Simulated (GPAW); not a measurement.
# Ballistic transport through a Fe chain with CO on top of one atom, from relaxation to T(E), part 2 of 2

Aim: the conductance of a Fe chain with CO on top of one atom after relaxation, and whether geometry, basis or functional moves it most.

GPAW 26.7.0; GPAW LCAO, PAW setups; relaxation of the junction within the symmetry of its start, lead ends held (the session's first sound run).

So far, conductance (G₀): step 3 (double-zeta polarised basis, PBE, GPAW) 1.38; step 4 (basis szp(dzp), PBE, GPAW) 1.47; step 5 (basis sz(dzp), PBE, GPAW) 1.53; step 6 (revPBE) 1.33.

### 7. The structure as built: geometry = "as built" (continued)

Each spin. The transmission, zone mean by energy, zero at the Fermi level:

```csv
energy (eV),"T, spin up","T, spin down"
-2.000,2.80,0.925
-1.900,2.63,0.980
-1.875,3.32,0.996
-1.800,3.02,0.999
-1.700,3.00,0.998
-1.600,2.99,0.998
-1.500,2.92,0.998
-1.400,2.78,0.998
-1.300,2.57,0.998
-1.200,1.94,2.15
-1.125,1.46,2.29
-1.100,0.351,2.33
-1.000,0.995,2.51
-0.900,0.997,2.69
-0.800,0.998,2.81
-0.700,0.998,2.89
-0.600,0.998,2.96
-0.500,0.989,3.02
-0.400,0.998,3.07
-0.300,0.998,3.13
-0.200,0.998,3.21
-0.100,0.999,3.35
0.000,0.999,3.42
0.100,0.999,3.53
0.200,0.999,3.51
0.300,0.999,3.65
0.400,0.999,3.67
0.500,0.999,3.72
0.600,0.999,3.74
0.650,0.999,3.83
0.700,0.999,3.77
0.800,0.999,3.73
0.900,0.998,3.64
1.000,0.996,3.54
1.100,0.988,3.42
1.200,0.969,3.29
1.300,0.914,3.16
1.400,0.750,3.00
1.500,0.322,2.77
1.600,7.6e-4,2.68
1.700,0.213,2.57
1.800,0.422,2.40
1.900,0.536,1.97
2.000,0.595,0.984
```

The conductance, 2.19 G₀, lies 59 % above that of the dzp run.

### 8. The ladder

Times are for 1 thread of Arm Neoverse V1, shared host. The runs compared:

```csv
no.,run,conductance (G₀),time,memory (GiB)
1,dzp,1.382,8.6 min,1.7
2,szp,1.468,3.5 min,1.7
3,sz,1.526,2.7 min,1.7
4,dzp revPBE,1.331,7 min,1.7
5,asbuilt,2.193,8.1 min,1.7
```

### 9. Comparison

The curves are compared point by point over the common energies.

This step: comparison of transmission and cost over codes, levels and geometry (GPAW 26.7.0).

Ladder, by row:

```csv
step,code,T at the Fermi level (sum over the listed spins),conductance (G0),r.m.s. T(E) from the first,wall time (s),peak memory (GiB),threads
dzp,GPAW,2.602,1.382,0,513.3,1.73,1
szp,GPAW,2.928,1.468,0.4037,210.3,1.73,1
sz,GPAW,3.038,1.526,0.5103,163.2,1.67,1
dzp-revPBE,GPAW,2.512,1.331,0.2074,417.8,1.74,1
asbuilt,GPAW,4.417,2.193,1.382,485.9,1.74,1
```

Table of transmission, zone mean, sum over the listed spins by energy, zero at the Fermi level:

```csv
energy (eV),dzp,szp,sz,dzp-revPBE,asbuilt
-2.000,2.48,2.47,2.41,2.62,3.73
-1.925,2.64,2.16,1.94,2.55,3.59
-1.900,2.60,2.08,1.83,2.49,3.61
-1.800,2.42,1.89,1.65,2.37,4.02
-1.700,2.31,1.78,1.54,2.20,4.00
-1.600,2.07,1.66,1.28,1.87,3.98
-1.500,1.73,1.46,1.02,1.53,3.92
-1.400,1.50,1.27,1.43,1.40,3.78
-1.300,1.52,1.51,1.59,1.51,3.57
-1.200,1.82,1.65,1.66,1.84,4.09
-1.100,1.62,1.95,1.68,1.65,2.68
-1.075,1.70,2.45,1.71,1.72,3.37
-1.000,2.09,1.68,1.81,2.01,3.51
-0.900,2.87,1.83,2.07,2.84,3.69
-0.875,2.92,1.87,2.18,2.90,3.72
-0.800,2.65,2.09,2.70,2.66,3.81
-0.700,2.58,2.97,3.60,2.56,3.89
-0.600,2.89,3.25,3.46,2.83,3.96
-0.500,3.00,3.17,3.17,3.14,4.00
-0.475,3.14,3.14,3.13,3.16,4.03
-0.400,3.07,3.07,3.11,3.09,4.07
-0.300,2.95,3.05,3.14,2.91,4.13
-0.200,2.86,2.97,3.10,2.77,4.21
-0.100,2.77,2.91,3.03,2.65,4.35
0.000,2.60,2.93,3.04,2.51,4.42
0.100,3.42,2.99,3.11,3.19,4.53
0.200,3.97,4.09,4.12,3.23,4.51
0.275,4.13,4.14,4.25,3.86,4.61
0.300,4.13,4.12,4.23,3.52,4.65
0.375,4.09,4.19,4.11,4.03,4.64
0.400,4.21,4.07,3.94,4.23,4.67
0.425,4.37,3.60,3.24,4.35,4.71
0.500,3.85,3.20,2.72,4.11,4.72
0.600,3.62,3.41,2.92,3.99,4.74
0.700,3.62,3.15,2.76,3.26,4.77
0.800,3.21,2.81,2.73,2.96,4.73
0.875,2.95,2.69,2.52,3.41,4.67
0.900,2.89,2.66,2.22,2.83,4.64
1.000,2.72,2.56,2.24,2.71,4.54
1.100,2.70,2.57,2.49,2.69,4.41
1.200,2.80,2.63,2.59,2.78,4.26
1.300,2.82,2.71,2.74,2.84,4.07
1.375,2.68,2.69,2.84,2.73,3.85
1.400,2.60,2.65,2.84,2.66,3.75
1.500,2.29,2.39,2.50,2.32,3.09
1.600,2.11,2.18,2.14,2.07,2.68
1.700,2.15,2.17,1.97,2.07,2.79
1.800,2.21,2.30,1.87,2.16,2.82
1.900,1.59,2.32,1.71,1.06,2.51
2.000,1.28,1.80,1.39,1.33,1.58
```

### 10. Summary of results

| Property | Result |
| --- | --- |
| conductance | 1.38 G₀ |
| transmission at the Fermi level, mean of the spins | 1.30 |

What this shows: In the dzp basis the junction conducts 1.38 G₀ at 300 K, with T = 1.30 as the mean of the two spins at the Fermi level; the szp basis reaches that conductance within 10 %. Relaxation moved atoms by up to 0.46 Å and took the conductance from 2.19 to 1.38 G₀, as a ratio a larger change than the step from dzp to the minimal basis. The current is spin polarised: -25 % at the Fermi level, counted as (up - down)/(up + down). Measured against the first run (dzp), the nearest curve is that of dzp-revPBE (r.m.s. 0.21) and the farthest that of asbuilt (1.4). Over the compared runs wall time goes from 163 s (sz) to 513 s (dzp), on a shared host. The leads kept an estimated spacing and the cell its length, so the junction may be under some tension or compression. The geometry comes from the orbital basis, which tends to overbind, and kept the symmetry of the start, so a structure of lower symmetry may lie lower. The moments started parallel, and no other order was tried; chains of Cr or Mn atoms, among others, may prefer antiparallel neighbours. An evenly spaced straight chain is an idealisation: free chains tend to dimerise, zigzag or, where a band edge lies near the Fermi level, turn magnetic. The currents use the zero-bias T(E) throughout, which holds only while the bias is small against the distance to the nearest feature. One magnetic start was tried; another order may lie lower. Within about eight thermal energies of the Fermi level ln T(E) bends sharply from one computed energy to the next, or the lead's channel count changes, so the thermal averages, above all the thermopower, rest on an interpolation that may be rough.

[Logs are printed without paths, hosts, clocks, repeated set-up lines and the standing remarks that a program may print on its own settings, such as how far it seeks lower states.]

[Hosts, paths, dates, database ids (printed as entryN), source tags and the programs' standing remarks are cut or masked in the printed files.]
